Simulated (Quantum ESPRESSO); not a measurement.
# MgS, rock salt type, strained in the (001) plane, stepped through biaxial strain in the plane, part 5 of 6

Aim: how the results for MgS, rock salt type, strained in the (001) plane change with biaxial strain in the plane.

Quantum ESPRESSO 7.5; plane-wave DFT, PBE, GBRV ultrasoft pseudopotentials.

So far. Step 6 (Variable-cell relaxation, -3 %):  The last row is no step: it is a fresh SCF in the final cell with a new plane-wave basis, -0 meV from the row before.

The structure was built from a prototype and need not be the compound's stable phase.

### 9. Relaxing cell and ions, 3 %

Contents of m7.relax.in:

```
&control
  prefix = 'm7.relax'
  outdir = './out'
  pseudo_dir = './pseudo'
  nstep = 40
  forc_conv_thr = 0.001
  calculation = 'vc-relax'
/
&system
  ibrav = 0
  nat = 4
  ntyp = 2
  ecutwfc = 50
  ecutrho = 250
  occupations = 'fixed'
/
&electrons
  conv_thr = 1e-10
  mixing_beta = 0.6
  electron_maxstep = 120
/
&ions
/
&cell
  cell_dofree = 'z'
  press_conv_thr = 0.3
/
ATOMIC_SPECIES
  Mg  24.3050  mg_pbe_v1.4.uspp.F.UPF
  S   32.0600  s_pbe_v1.4.uspp.F.UPF
CELL_PARAMETERS angstrom
  3.80774819112000 0.00000000000000 0.00000000000000
  0.00000000000000 3.80774819112000 0.00000000000000
  0.00000000000000 0.00000000000000 5.22682067900000
ATOMIC_POSITIONS crystal
  Mg  0.000000000000 0.000000000000 0.000000000000
  S   0.500000000000 0.500000000000 0.000000000000
  Mg  0.500000000000 0.500000000000 0.500000000000
  S   0.000000000000 0.000000000000 0.500000000000
K_POINTS automatic
  6 6 6 0 0 0
```

On the command line:

```
> OMP_NUM_THREADS=1 mpirun -n 4 pw.x -nk 4 -in m7.relax.in > m7.relax.out
```

Log:

```text
[banner, memory and clock lines left out]
Program PWSCF v.7.5 starts
[...]
Message from routine setup:
[...]
number of electrons       =        32.00
     number of Kohn-Sham states=           16
     kinetic-energy cutoff     =      50.0000  Ry
     charge density cutoff     =     250.0000  Ry
[...]
number of k points=    40
[...]
Dense  grid:    34129 G-vectors     FFT dimensions: (  40,  40,  50)
[...]
Starting wfcs are   18 randomized atomic wfcs
[...]
estimated scf accuracy    <       0.38520909 Ry
[...]
estimated scf accuracy    <       0.03358660 Ry
[...]
estimated scf accuracy    <       0.00276835 Ry
[...]
estimated scf accuracy    <       0.00041887 Ry
[...]
estimated scf accuracy    <       0.00012472 Ry
[...]
estimated scf accuracy    <       0.00000173 Ry
[...]
estimated scf accuracy    <       0.00000831 Ry
[...]
estimated scf accuracy    <       0.00000037 Ry
[...]
estimated scf accuracy    <          1.2E-09 Ry
[...]
estimated scf accuracy    <          8.1E-09 Ry
[...]
highest occupied level (ev):     5.4765
!    total energy              =    -299.26307247 Ry
     estimated scf accuracy    <          4.0E-11 Ry
[...]
one-electron contribution =    -202.88000601 Ry
     hartree contribution      =     104.16448706 Ry
     xc contribution           =     -50.85702368 Ry
     ewald contribution        =    -149.69052984 Ry
     convergence has been achieved in  11 iterations
[...]
Total force =     0.000000     Total SCF correction =     0.000000
[...]
estimated scf accuracy    <       0.00000461 Ry
[...]
estimated scf accuracy    <       0.00000038 Ry
[...]
estimated scf accuracy    <          8.9E-09 Ry
[...]
estimated scf accuracy    <          1.4E-09 Ry
[...]
highest occupied level (ev):     5.5245
!    total energy              =    -299.26336522 Ry
     estimated scf accuracy    <          4.9E-11 Ry
[...]
one-electron contribution =    -202.59668216 Ry
     hartree contribution      =     104.07710596 Ry
     xc contribution           =     -50.86440988 Ry
     ewald contribution        =    -149.87937914 Ry
     convergence has been achieved in   5 iterations
[...]
Total force =     0.000000     Total SCF correction =     0.000000
[...]
estimated scf accuracy    <       0.00000568 Ry
[...]
estimated scf accuracy    <       0.00000047 Ry
[...]
estimated scf accuracy    <       0.00000001 Ry
[...]
estimated scf accuracy    <          1.8E-09 Ry
[...]
estimated scf accuracy    <          5.6E-11 Ry
[...]
estimated scf accuracy    <          2.2E-12 Ry
[...]
highest occupied level (ev):     5.5777
!    total energy              =    -299.26360099 Ry
     estimated scf accuracy    <          5.0E-13 Ry
[...]
one-electron contribution =    -202.28661427 Ry
     hartree contribution      =     103.98225182 Ry
     xc contribution           =     -50.87268650 Ry
     ewald contribution        =    -150.08655204 Ry
     convergence has been achieved in   7 iterations
[...]
Total force =     0.000000     Total SCF correction =     0.000000
[...]
estimated scf accuracy    <       0.00001322 Ry
[...]
estimated scf accuracy    <       0.00000108 Ry
[...]
estimated scf accuracy    <       0.00000003 Ry
[...]
estimated scf accuracy    <          4.0E-09 Ry
[...]
estimated scf accuracy    <          1.3E-10 Ry
[...]
estimated scf accuracy    <          4.9E-12 Ry
[...]
estimated scf accuracy    <          3.5E-12 Ry
[...]
highest occupied level (ev):     5.6584
!    total energy              =    -299.26377437 Ry
     estimated scf accuracy    <          1.7E-13 Ry
[...]
one-electron contribution =    -201.82482020 Ry
     hartree contribution      =     103.84263124 Ry
     xc contribution           =     -50.88541662 Ry
     ewald contribution        =    -150.39616879 Ry
     convergence has been achieved in   8 iterations
[...]
Total force =     0.000000     Total SCF correction =     0.000000
[...]
estimated scf accuracy    <       0.00000101 Ry
[...]
estimated scf accuracy    <       0.00000008 Ry
[...]
estimated scf accuracy    <          1.7E-09 Ry
[...]
estimated scf accuracy    <          2.7E-10 Ry
[...]
estimated scf accuracy    <          1.1E-11 Ry
[...]
highest occupied level (ev):     5.6803
!    total energy              =    -299.26378211 Ry
     estimated scf accuracy    <          4.3E-13 Ry
[...]
one-electron contribution =    -201.70079153 Ry
     hartree contribution      =     103.80547328 Ry
     xc contribution           =     -50.88891994 Ry
     ewald contribution        =    -150.47954392 Ry
     convergence has been achieved in   6 iterations
[...]
Total force =     0.000000     Total SCF correction =     0.000000
[...]
number of electrons       =        32.00
     number of Kohn-Sham states=           16
     kinetic-energy cutoff     =      50.0000  Ry
     charge density cutoff     =     250.0000  Ry
[...]
number of k points=    40
[...]
Dense  grid:    33641 G-vectors     FFT dimensions: (  40,  40,  50)
[...]
Starting wfcs are   18 randomized atomic wfcs
[...]
estimated scf accuracy    <       0.34744857 Ry
[...]
estimated scf accuracy    <       0.02241250 Ry
[...]
estimated scf accuracy    <       0.00180092 Ry
[...]
estimated scf accuracy    <       0.00007625 Ry
[...]
estimated scf accuracy    <       0.00000150 Ry
[...]
estimated scf accuracy    <       0.00000094 Ry
[...]
estimated scf accuracy    <       0.00000039 Ry
[...]
estimated scf accuracy    <       0.00000003 Ry
[...]
estimated scf accuracy    <          8.3E-11 Ry
[...]
estimated scf accuracy    <          4.1E-10 Ry
[...]
estimated scf accuracy    <          4.6E-11 Ry
[...]
estimated scf accuracy    <          2.9E-10 Ry
[...]
estimated scf accuracy    <          3.8E-11 Ry
[...]
highest occupied level (ev):     5.6803
!    total energy              =    -299.26376161 Ry
     estimated scf accuracy    <          5.8E-14 Ry
[...]
one-electron contribution =    -201.70085244 Ry
     hartree contribution      =     103.80556796 Ry
     xc contribution           =     -50.88893321 Ry
     ewald contribution        =    -150.47954392 Ry
     convergence has been achieved in  14 iterations
[...]
Total force =     0.000000     Total SCF correction =     0.000000
[...]
```

The job ended after 1.8 min (4 MPI ranks of Intel Xeon Platinum 8259CL at 2.50GHz (Skylake/Cascade Lake), shared host; peak memory 0.44 GiB; 7.1 min of CPU time).

Relaxation path:

| step | energy less that of the first step (eV) | largest force (eV/Å) | volume (Å³) |
| --- | --- | --- | --- |
| 1 | 0.0000 | 0.0000 | 75.78 |
| 2 | -0.0040 | 0.0000 | 75.48 |
| 3 | -0.0072 | 0.0000 | 75.15 |
| 4 | -0.0095 | 0.0000 | 74.64 |
| 5 | -0.0097 | 0.0000 | 74.51 |
| 6 | -0.0094 | 0.0000 | 74.51 |

| conventional cell, symmetrised | before | after | change |
| --- | --- | --- | --- |
| a (Å) | 3.808 | 3.808 | -0.0 % |
| b (Å) | 3.808 | 3.808 | -0.0 % |
| c (Å) | 5.227 | 5.139 | -1.7 % |
| volume (Å³/atom) | 18.95 | 18.63 | -1.7 % |

Final coordinates:

```xyz
4
Lattice="3.8077 0.0000 0.0000 0.0000 3.8077 0.0000 0.0000 0.0000 5.1389" Properties=species:S:1:pos:R:3 pbc="T T T"
Mg    0.0000    0.0000    0.0000
S     1.9039    1.9039    0.0000
Mg    1.9039    1.9039    2.5695
S     0.0000    0.0000    2.5695
```

 The last row is no step: it is a fresh SCF in the final cell with a new plane-wave basis, +0 meV from the row before.

Read from the output:

```
free energy                    : -4071.6909 eV
valence top, on the run's zero : 5.680 eV
```

### 10. Ground state, 3 %

Contents of m7.scf.in:

```
&control
  prefix = 'm7.scf'
  outdir = './out'
  pseudo_dir = './pseudo'
  calculation = 'scf'
  tprnfor = .true.
/
&system
  ibrav = 0
  nat = 4
  ntyp = 2
  ecutwfc = 40
  ecutrho = 200
  occupations = 'fixed'
  nbnd = 20
/
&electrons
  conv_thr = 1e-09
  mixing_beta = 0.6
  electron_maxstep = 120
/
ATOMIC_SPECIES
  Mg  24.3050  mg_pbe_v1.4.uspp.F.UPF
  S   32.0600  s_pbe_v1.4.uspp.F.UPF
CELL_PARAMETERS angstrom
  3.80774819100000 0.00000000000000 0.00000000000000
  0.00000000000000 3.80774819100000 0.00000000000000
  0.00000000000000 0.00000000000000 5.13890530800000
ATOMIC_POSITIONS crystal
  Mg  0.000000000000 0.000000000000 0.000000000000
  S   0.500000000000 0.500000000000 0.000000000000
  Mg  0.500000000000 0.500000000000 0.500000000000
  S   0.000000000000 0.000000000000 0.500000000000
K_POINTS automatic
  6 6 6 0 0 0
```

On the command line:

```
> OMP_NUM_THREADS=1 mpirun -n 4 pw.x -nk 4 -in m7.scf.in > m7.scf.out
```

Log:

```text
[banner, memory and clock lines left out]
Program PWSCF v.7.5 starts
[...]
Message from routine setup:
[...]
number of electrons       =        32.00
     number of Kohn-Sham states=           20
     kinetic-energy cutoff     =      40.0000  Ry
     charge density cutoff     =     200.0000  Ry
[...]
number of k points=    40
[...]
Dense  grid:    24007 G-vectors     FFT dimensions: (  36,  36,  45)
[...]
Starting wfcs are   18 randomized atomic wfcs +    2 random wfcs
[...]
estimated scf accuracy    <       0.35259257 Ry
[...]
estimated scf accuracy    <       0.02710438 Ry
[...]
estimated scf accuracy    <       0.00197019 Ry
[...]
estimated scf accuracy    <       0.00006325 Ry
[...]
estimated scf accuracy    <       0.00000098 Ry
[...]
estimated scf accuracy    <       0.00000001 Ry
[...]
highest occupied, lowest unoccupied level (ev):     5.6805    8.1610
!    total energy              =    -299.26330994 Ry
     estimated scf accuracy    <          6.2E-10 Ry
[...]
one-electron contribution =    -201.70411767 Ry
     hartree contribution      =     103.81009823 Ry
     xc contribution           =     -50.88974657 Ry
     ewald contribution        =    -150.47954393 Ry
     convergence has been achieved in   7 iterations
[...]
Total force =     0.000000     Total SCF correction =     0.000000
[...]
```

The job ended after 13 s (4 MPI ranks; peak memory 0.36 GiB; 48 s of CPU time).

Read from the output:

| Item | Value |
| --- | --- |
| free energy | -4071.6848 eV |
| conduction bottom, on the run's zero | 8.161 eV |
| gap by band count | 2.481 eV |

### 11. Complex bands with pwcond.x, 3 %

Contents of m7.cbs.in:

```
&inputcond
  outdir = './out'
  prefixl = 'm7.scf'
  band_file = 'm7.cbs'
  ikind = 0
  ewind = 4.0
  epsproj = 1e-05
  nz1 = 7
  energy0 = 4.95
  denergy = -0.15
/
3
  0.00000000 0.00000000 1.00000000
  0.50000000 0.00000000 1.00000000
  0.50000000 0.50000000 1.00000000
41
```

On the command line:

```
> OMP_NUM_THREADS=1 mpirun -n 4 pwcond.x -in m7.cbs.in > m7.cbs.out
```

Log:

```text
[banner, memory and clock lines left out]
Program PWCOND v.7.5 starts
[citation notice left out]

[...]
./out/m7.scf.save/

     IMPORTANT: XC functional enforced from input :
     Exchange-correlation= PBE
                           (   1   4   3   4   0   0   0)
     Any further DFT definition will be discarded
     Please, verify this is what you really want

     Reading collected, re-writing distributed wavefunctions

===== INPUT FILE containing the left lead =====

     GEOMETRY:

     lattice parameter (alat)  =       7.1956  a.u.
[...]
-0.2841523  -0.0000000   4.8000000
  -0.3161631   0.0000000   4.8000000
  -0.4937012   0.0000000   4.8000000
[... further energies and points left out ...]
---  E-Ef =   -0.9000000  k =    0.5000000   0.5000000
---  ie =         40  ik =          3
 Nchannels of the left tip =            0
 Right moving states:
   k1(2pi/a)   k2(2pi/a)   E-Ef (eV)
 Left moving states:
   k1(2pi/a)   k2(2pi/a)   E-Ef (eV)

---  E-Ef =   -1.0500000  k =    0.5000000   0.5000000
---  ie =         41  ik =          3
 Nchannels of the left tip =            0
 Right moving states:
   k1(2pi/a)   k2(2pi/a)   E-Ef (eV)
 Left moving states:
   k1(2pi/a)   k2(2pi/a)   E-Ef (eV)

[...]
```

The job ended after 2.1 min (4 MPI ranks; peak memory 0.27 GiB; 8.2 min of CPU time).

K across = (0, 0) in the cell's reciprocal vectors; values within 0.0025 1/Å of each other count once, columns are sorted by size at each energy, a dash where no further value was kept. Im kz of the slowest decaying states against energy, zero at the highest filled level of the SCF mesh:

| energy (eV) | decay 1 (Å⁻¹) | decay 2 (Å⁻¹) | decay 3 (Å⁻¹) |
| --- | --- | --- | --- |
| -1.05 | 0.596 | 1.22 | 1.72 |
| -0.75 | 0.575 | 1.19 | 1.71 |
| -0.45 | 0.553 | 1.15 | 1.69 |
| -0.15 | 0.069 | 0.528 | 1.11 |
| 0.00 | 0.012 | 0.118 | 0.515 |
| 0.15 | 0.148 | 0.187 | 0.501 |
| 0.45 | 0.187 | 0.308 | 0.472 |
| 0.60 | 0.2 | 0.348 | 0.456 |
| 0.90 | 0.218 | 0.407 | 0.422 |
| 1.20 | 0.227 | 0.383 | 0.449 |
| 1.50 | 0.229 | 0.338 | 0.481 |
| 1.80 | 0.224 | 0.284 | 0.505 |
| 2.10 | 0.212 | 0.215 | 0.523 |
| 2.40 | 0.1 | 0.192 | 0.536 |
| 2.70 | 0.161 | 0.545 | 0.684 |
| 3.00 | 0.11 | 0.55 | 0.62 |
| 3.30 | 0.549 | 0.552 | 1.39 |
| 3.45 | 0.51 | 0.552 | 1.37 |
| 3.75 | 0.42 | 0.55 | 1.34 |
| 4.05 | 0.304 | 0.545 | 1.31 |
| 4.35 | 0.087 | 0.537 | 1.28 |
| 4.65 | 0.527 | 1.24 | 1.37 |
| 4.95 | 0.513 | 1.21 | 1.33 |

[end of part 5 of 6]

[Logs are printed without paths, hosts, clocks, repeated set-up lines and the standing remarks that a program may print on its own settings, such as how far it seeks lower states.]

[Hosts, paths, dates, database ids (printed as entryN), source tags and the programs' standing remarks are cut or masked in the printed files.]

[Maps of the electrostatic potential energy from Ansatz leave out the sawtooth potential of an applied field or a dipole correction, so their vacuum need not be flat; planar profiles and work functions include it.]
